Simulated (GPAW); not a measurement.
## Ru: optical spectrum from first principles

Aim: the dielectric function of Ru, and the optical constants that follow from it.

Main program and level: GPAW 26.7.0; DFT, LDA, plane-wave PAW (GPAW data sets), scalar-relativistic, RPA, optical limit.

This is a report of a sequence of runs, with most program output left out.

## Step 1: Starting point

Symmetry: P6_3/mmc, No. 194, hexagonal system. Conventional cell: a = 2.706 Å, b = 2.706 Å, c = 4.282 Å, α = 90.00°, β = 90.00°, γ = 120.00°. Nearest to Ru lie 12 Ru at 2.65 to 2.71 Å.

## Step 2: Ground state

First the ground state: is it a metal or has it a gap?

This step: DFT, LDA, plane-wave PAW (GPAW data sets), scalar-relativistic, ground state (GPAW 26.7.0).

File gs.py:

```python
from ase import Atoms
from ase.dft.bandgap import bandgap
from gpaw import GPAW, PW, FermiDirac

atoms = Atoms(['Ru', 'Ru'],
              cell=[[2.705800000000, 0.000000000000, 0.000000000000],
                    [-1.352900000000, 2.343291537600, 0.000000000000],
                    [0.000000000000, 0.000000000000, 4.281900000000]],
              scaled_positions=[[0.666666666700, 0.333333333300, 0.750000000000],
                                [0.333333333300, 0.666666666700, 0.250000000000]],
              pbc=[True, True, True])
atoms.calc = GPAW(mode=PW(500), xc='LDA', kpts={'size': (9, 9, 5), 'gamma': True},
                  occupations=FermiDirac(0.05), maxiter=150, txt='gs.txt')
print('energy (eV)', atoms.get_potential_energy())
print('Fermi level (eV)', atoms.calc.get_fermi_level())
print('valence electrons', atoms.calc.get_number_of_electrons())
print('gap (eV)', bandgap(atoms.calc, output=None)[0])
print('direct gap (eV)', bandgap(atoms.calc, direct=True, output=None)[0])
atoms.calc.write('gs.gpw')
```

Launch:

```sh
$ OMP_NUM_THREADS=1 python gs.py
```

Run time: 14 s. Hardware: 1 thread of Arm Neoverse V1, shared host; peak memory 0.14 GiB.

Numbers from this step:

```
energy       : -21.94 eV
Fermi energy : 13.25 eV
electrons    : 32
```

There are states at the Fermi level within the smearing, so the occupations stay smeared and the carriers get a Drude term.

## Step 3: Bands for the response

At the fixed density, many empty bands are solved on the mesh of the response, since the spectrum sums over them.

This step: DFT, LDA, plane-wave PAW (GPAW data sets), scalar-relativistic, bands at fixed density (GPAW 26.7.0).

File nscf.py:

```python
from ase.dft.bandgap import bandgap
from gpaw import GPAW, FermiDirac

calc = GPAW('gs.gpw').fixed_density(kpts={'size': (15, 15, 8), 'gamma': True}, nbands=45, convergence={'bands': 39},
                                    occupations=FermiDirac(0.05), txt='nscf.txt')
print('gap (eV)', bandgap(calc, output=None)[0])
print('direct gap (eV)', bandgap(calc, direct=True, output=None)[0])
print('top band over the Fermi level (eV)', min(calc.get_eigenvalues(kpt=k)[38] for k in range(len(calc.get_ibz_k_points()))) - calc.get_fermi_level())
calc.write('full.gpw', mode='all')
```

Launch:

```sh
$ OMP_NUM_THREADS=1 python nscf.py
```

Run time: 1.7 min. Hardware: 1 thread; peak memory 0.25 GiB.

## Step 4: Dielectric function, RPA

Transitions between filled and empty bands, summed over the zone, give the optical response, so mesh, band count and broadening shape it.

The induced potential is part of this response.

This step: DFT, LDA, plane-wave PAW (GPAW data sets), scalar-relativistic, RPA, optical limit (GPAW 26.7.0).

File df.py:

```python
from gpaw.response.df import DielectricFunction

df = DielectricFunction('full.gpw', frequencies={'type': 'nonlinear', 'domega0': 0.03, 'omega2': 8},
                        ecut=50,
                        eta=0.15,
                        nbands=39,
                        rate=0.05,
                        txt='df.txt')
for direction in ['x', 'z']:
    df.get_dielectric_function(xc='RPA', direction=direction, filename=f'df_{direction}.csv')
```

Launch:

```sh
$ OMP_NUM_THREADS=1 python df.py
```

The job ended after 27 s (1 thread; peak memory 0.19 GiB).

Some rows of df_x.csv (energy; Re and Im without local fields; Re and Im with them):

```text
0.000000, 17302.309159, -0.000000, 17302.156924, -0.000000
0.460735, -152.339213, 55.404748, -152.410062, 55.343567
0.943989, -10.194033, 21.093168, -10.233803, 21.078231
1.451455, 21.013991, 32.033303, 20.946245, 32.029877
1.984998, 14.883212, 46.560994, 14.928669, 46.526509
2.546682, -7.812911, 38.932591, -8.020627, 39.048140
3.138794, -17.196816, 29.327591, -17.514808, 29.078876
3.763875, -13.761533, 13.803626, -13.762382, 13.553730
4.424758, -10.382845, 10.215461, -10.194796, 10.126009
5.124608, -8.651592, 6.443728, -8.721424, 6.574334
5.866977, -5.958793, 4.806966, -6.026296, 4.888442
6.655862, -4.468679, 3.155635, -4.567011, 3.147776
7.495775, -3.305863, 1.944963, -3.369845, 1.935933
8.391833, -2.015668, 1.520496, -2.066384, 1.520744
9.349861, -1.001863, 1.212945, -1.057528, 1.203742
10.376517, -0.226365, 1.146884, -0.272687, 1.155824
11.479449, 0.386965, 1.767893, 0.324028, 1.814231
12.667487, 0.563922, 1.699492, 0.468142, 1.764461
13.950874, 0.742697, 1.759570, 0.581575, 1.789760
```

Sum at mesh points, not converged in k. The Im ε by photon energy; read off at these points:

| photon energy (eV) | E ∥ x | E ∥ z |
| --- | --- | --- |
| 0.500 | 47.0 | 75.5 |
| 0.750 | 26.8 | 70.8 |
| 1.000 | 20.5 | 49.2 |
| 1.250 | 23.2 | 31.7 |
| 1.500 | 34.3 | 38.1 |
| 1.750 | 38.8 | 44.2 |
| 1.840 | 41.1 | 45.8 |
| 2.000 | 47.1 | 41.1 |
| 2.132 | 49.8 | 35.1 |
| 2.250 | 46.9 | 30.7 |
| 2.500 | 41.0 | 28.9 |
| 2.750 | 36.7 | 23.5 |
| 3.000 | 33.6 | 20.2 |
| 3.250 | 25.1 | 19.7 |
| 3.500 | 18.3 | 19.5 |
| 3.750 | 13.7 | 19.0 |
| 4.000 | 11.9 | 18.2 |
| 4.250 | 11.4 | 14.2 |
| 4.500 | 9.63 | 9.71 |
| 4.750 | 8.83 | 7.83 |
| 5.000 | 7.52 | 7.02 |
| 5.250 | 5.78 | 6.09 |
| 5.500 | 5.34 | 4.97 |
| 5.750 | 5.13 | 4.73 |
| 6.000 | 4.74 | 4.27 |
| 6.250 | 3.93 | 4.15 |
| 6.500 | 3.27 | 3.94 |
| 6.750 | 3.08 | 3.20 |
| 7.000 | 2.93 | 2.68 |
| 7.250 | 2.47 | 2.59 |
| 7.500 | 1.94 | 2.04 |
| 7.750 | 1.86 | 1.89 |
| 8.000 | 1.49 | 1.48 |
| 8.250 | 1.61 | 1.32 |
| 8.500 | 1.41 | 1.23 |
| 8.750 | 1.43 | 1.33 |
| 9.000 | 1.25 | 1.04 |
| 9.250 | 1.23 | 0.884 |
| 9.500 | 1.10 | 0.900 |
| 9.750 | 1.17 | 1.10 |
| 10.000 | 1.24 | 1.07 |
| 10.250 | 1.25 | 1.16 |
| 10.500 | 1.15 | 1.06 |
| 10.750 | 1.01 | 1.05 |
| 11.000 | 1.29 | 1.62 |
| 11.250 | 1.64 | 2.45 |
| 11.500 | 1.81 | 2.18 |
| 11.750 | 1.63 | 1.98 |
| 12.000 | 1.49 | 1.70 |
| 12.250 | 1.48 | 1.63 |
| 12.500 | 1.72 | 2.08 |
| 12.750 | 1.77 | 2.38 |
| 13.000 | 1.62 | 1.97 |
| 13.250 | 1.57 | 1.87 |
| 13.500 | 1.52 | 2.01 |
| 13.750 | 1.66 | 1.97 |

Values under 1 per cm are given as 1; sum at mesh points, not converged in k. Absorption coefficient against photon energy:

| photon energy (eV) | E ∥ x (1/cm) | E ∥ z (1/cm) |
| --- | --- | --- |
| 0.492 | 5.8e5 | 7.1e5 |
| 1.010 | 3.6e5 | 7.8e5 |
| 1.486 | 4.6e5 | 6.9e5 |
| 1.985 | 8.3e5 | 1.1e6 |
| 2.508 | 1.3e6 | 1.2e6 |
| 3.018 | 1.5e6 | 1.2e6 |
| 3.510 | 1.6e6 | 1.4e6 |
| 3.980 | 1.5e6 | 1.7e6 |
| 4.516 | 1.6e6 | 1.7e6 |
| 4.981 | 1.6e6 | 1.6e6 |
| 5.515 | 1.5e6 | 1.6e6 |
| 6.021 | 1.6e6 | 1.6e6 |
| 6.494 | 1.5e6 | 1.6e6 |
| 6.985 | 1.5e6 | 1.6e6 |
| 7.496 | 1.4e6 | 1.5e6 |
| 8.026 | 1.3e6 | 1.4e6 |
| 8.516 | 1.3e6 | 1.3e6 |
| 9.023 | 1.2e6 | 1.2e6 |
| 9.483 | 1.0e6 | 9.4e5 |
| 10.026 | 9.3e5 | 8.4e5 |
| 10.519 | 8.7e5 | 7.4e5 |
| 11.029 | 7.5e5 | 7.6e5 |
| 11.479 | 1.0e6 | 1.2e6 |
| 12.023 | 9.6e5 | 1.1e6 |
| 12.504 | 1.0e6 | 1.1e6 |
| 13.000 | 1.0e6 | 1.3e6 |
| 13.512 | 9.9e5 | 1.2e6 |

The loss function −Im 1/ε at q → 0 has structure finer than the step of the table below, so its rows give means over 0.5 eV, whole bins alone (the curve runs from 0.305 to 14.0 eV). Peaks (eV: height): E ∥ x 10.74: 0.983, 12.10: 0.665; E ∥ z 10.59: 0.962, 12.10: 0.617, 13.08: 0.542.

Sum at mesh points, not converged in k. Table of loss function −Im 1/ε at q → 0 by energy loss; means over each step:

| energy loss (eV) | E ∥ x | E ∥ z |
| --- | --- | --- |
| 1.0 | 0.0355 | 0.0125 |
| 1.5 | 0.0231 | 0.0255 |
| 2.0 | 0.0201 | 0.0228 |
| 2.5 | 0.0239 | 0.0297 |
| 3.0 | 0.0256 | 0.0395 |
| 3.5 | 0.0300 | 0.0425 |
| 4.0 | 0.0430 | 0.0388 |
| 4.5 | 0.0510 | 0.0385 |
| 5.0 | 0.0553 | 0.0508 |
| 5.5 | 0.0715 | 0.0622 |
| 6.0 | 0.0817 | 0.0804 |
| 6.5 | 0.0935 | 0.0888 |
| 7.0 | 0.113 | 0.0997 |
| 7.5 | 0.129 | 0.114 |
| 8.0 | 0.180 | 0.139 |
| 8.5 | 0.257 | 0.220 |
| 9.0 | 0.361 | 0.303 |
| 9.5 | 0.562 | 0.648 |
| 10.0 | 0.722 | 0.846 |
| 10.5 | 0.866 | 0.882 |
| 11.0 | 0.705 | 0.464 |
| 11.5 | 0.554 | 0.454 |
| 12.0 | 0.632 | 0.557 |
| 12.5 | 0.540 | 0.437 |
| 13.0 | 0.571 | 0.488 |
| 13.5 | 0.568 | 0.484 |

Sum at mesh points, not converged in k. Im ε, E ∥ x against photon energy; read off at these points:

| photon energy (eV) | without local fields | with local fields |
| --- | --- | --- |
| 0.50 | 47.0 | 47.0 |
| 1.00 | 20.5 | 20.5 |
| 1.50 | 34.3 | 34.3 |
| 2.00 | 47.1 | 47.1 |
| 2.13 | 49.6 | 49.7 |
| 2.50 | 40.9 | 41.0 |
| 3.00 | 33.7 | 33.6 |
| 3.50 | 18.5 | 18.3 |
| 4.00 | 12.1 | 11.9 |
| 4.50 | 9.67 | 9.63 |
| 5.00 | 7.32 | 7.52 |
| 5.50 | 5.29 | 5.34 |
| 6.00 | 4.67 | 4.74 |
| 6.50 | 3.26 | 3.27 |
| 7.00 | 2.94 | 2.93 |
| 7.50 | 1.95 | 1.94 |
| 8.00 | 1.50 | 1.49 |
| 8.50 | 1.41 | 1.41 |
| 9.00 | 1.25 | 1.25 |
| 9.50 | 1.11 | 1.10 |
| 10.00 | 1.23 | 1.24 |
| 10.50 | 1.13 | 1.15 |
| 11.00 | 1.26 | 1.29 |
| 11.50 | 1.76 | 1.81 |
| 12.00 | 1.45 | 1.49 |
| 12.50 | 1.67 | 1.72 |
| 13.00 | 1.57 | 1.62 |
| 13.50 | 1.48 | 1.52 |

Sum at mesh points, not converged in k. Reflectivity at normal incidence against photon energy; read off at these points:

| photon energy (eV) | E ∥ x (%) | E ∥ z (%) |
| --- | --- | --- |
| 0.500 | 94.0 | 94.8 |
| 0.750 | 83.8 | 85.3 |
| 1.000 | 58.8 | 83.6 |
| 1.250 | 51.2 | 70.7 |
| 1.500 | 57.7 | 64.9 |
| 1.750 | 59.7 | 66.7 |
| 2.000 | 63.3 | 70.5 |
| 2.250 | 66.3 | 69.2 |
| 2.500 | 67.5 | 68.4 |
| 2.750 | 67.1 | 68.2 |
| 3.000 | 69.6 | 64.8 |
| 3.250 | 72.6 | 61.6 |
| 3.500 | 73.0 | 63.9 |
| 3.636 | 73.1 | 63.5 |
| 3.750 | 72.0 | 63.7 |
| 4.000 | 69.8 | 68.1 |
| 4.250 | 67.5 | 70.9 |
| 4.500 | 68.1 | 74.2 |
| 4.750 | 67.5 | 72.5 |
| 5.000 | 68.9 | 71.0 |
| 5.250 | 69.8 | 70.7 |
| 5.500 | 66.5 | 70.6 |
| 5.750 | 64.9 | 68.0 |
| 6.000 | 64.7 | 66.3 |
| 6.250 | 67.1 | 65.1 |
| 6.500 | 66.3 | 65.4 |
| 6.750 | 63.8 | 67.2 |
| 7.000 | 63.3 | 67.2 |
| 7.250 | 65.7 | 65.5 |
| 7.500 | 65.5 | 67.7 |
| 7.750 | 63.4 | 66.4 |
| 8.000 | 62.3 | 67.3 |
| 8.250 | 56.4 | 64.8 |
| 8.500 | 55.9 | 60.6 |
| 8.750 | 50.4 | 54.9 |
| 9.000 | 49.8 | 58.1 |
| 9.250 | 43.5 | 52.1 |
| 9.500 | 40.6 | 39.9 |
| 9.750 | 31.0 | 28.3 |
| 10.000 | 25.9 | 24.8 |
| 10.250 | 25.6 | 18.6 |
| 10.500 | 21.2 | 15.6 |
| 10.750 | 13.8 | 7.18 |
| 11.000 | 10.4 | 9.03 |
| 11.250 | 12.3 | 16.2 |
| 11.500 | 15.7 | 19.4 |
| 11.633 | 16.5 | 18.0 |
| 11.750 | 15.7 | 17.4 |
| 12.000 | 14.6 | 17.1 |
| 12.250 | 11.2 | 11.6 |
| 12.500 | 12.9 | 13.4 |
| 12.750 | 14.3 | 18.3 |
| 13.000 | 13.4 | 19.0 |
| 13.250 | 13.1 | 14.9 |
| 13.500 | 11.2 | 15.4 |
| 13.750 | 11.5 | 16.2 |

At chosen wavelengths:

| wavelength (nm) | n x | k x | R (%) x | 1/α x | n z | k z | R (%) z | 1/α z |
| --- | --- | --- | --- | --- | --- | --- | --- | --- |
| 1550 | 2.13 | 5.786 | 80.3 | 21 nm | 3.92 | 8.736 | 84.4 | 14 nm |
| 1064 | 3.98 | 2.603 | 49.6 | 33 nm | 2.69 | 5.838 | 77.4 | 15 nm |
| 800 | 5.48 | 3.265 | 58.4 | 19 nm | 4.29 | 4.594 | 65.0 | 14 nm |
| 633 | 5.66 | 4.023 | 62.6 | 13 nm | 4.01 | 5.371 | 70.3 | 9.4 nm |
| 532 | 4.64 | 4.849 | 66.4 | 8.7 nm | 3.16 | 4.693 | 67.9 | 9.0 nm |
| 308 | 1.57 | 3.740 | 69.6 | 6.6 nm | 2.13 | 4.169 | 68.7 | 5.9 nm |
| 193 | 0.71 | 2.388 | 67.1 | 6.4 nm | 0.83 | 2.449 | 64.5 | 6.3 nm |

A polished face would reflect 68 % of daylight and look light grey (CIE x = 0.312, y = 0.329 under D65).

## Step 5: Results

What this shows: At this level (LDA, RPA) Ru is a metal. The mesh is too coarse to trust the carriers' weight, the reflectivity or the colour to better than tens of per cent. A polished face would reflect 68 % of daylight and look light grey (CIE x = 0.312, y = 0.329 under D65). The carriers' damping of 0.05 eV is typed, not computed; it shapes the response at the lowest energies. In this version of GPAW the matrix elements of the optical limit are incomplete, which can lower ε − 1 by up to a tenth where first-row anions or d states rule, and shift it by more in d metals. GPAW's carrier term has the form −ωp²/(ω + i·rate)², which damps like twice the rate and fails at low energy, so the curves leave the lowest energies out. The sum runs over mesh points 0.18 Å⁻¹ apart with no interpolation, so peaks are partly noise of the mesh, and the Drude plasma energy, a sum over the Fermi surface, isn't converged.

[Machine, clock and banner lines and Python warnings are left out of the logs.]

[Logs are printed without paths, hosts, clocks, repeated set-up lines and the standing remarks that a program may print on its own settings, such as how far it seeks lower states.]

[Hosts, paths, dates, database ids (printed as entryN), source tags and the programs' standing remarks are cut or masked in the printed files.]
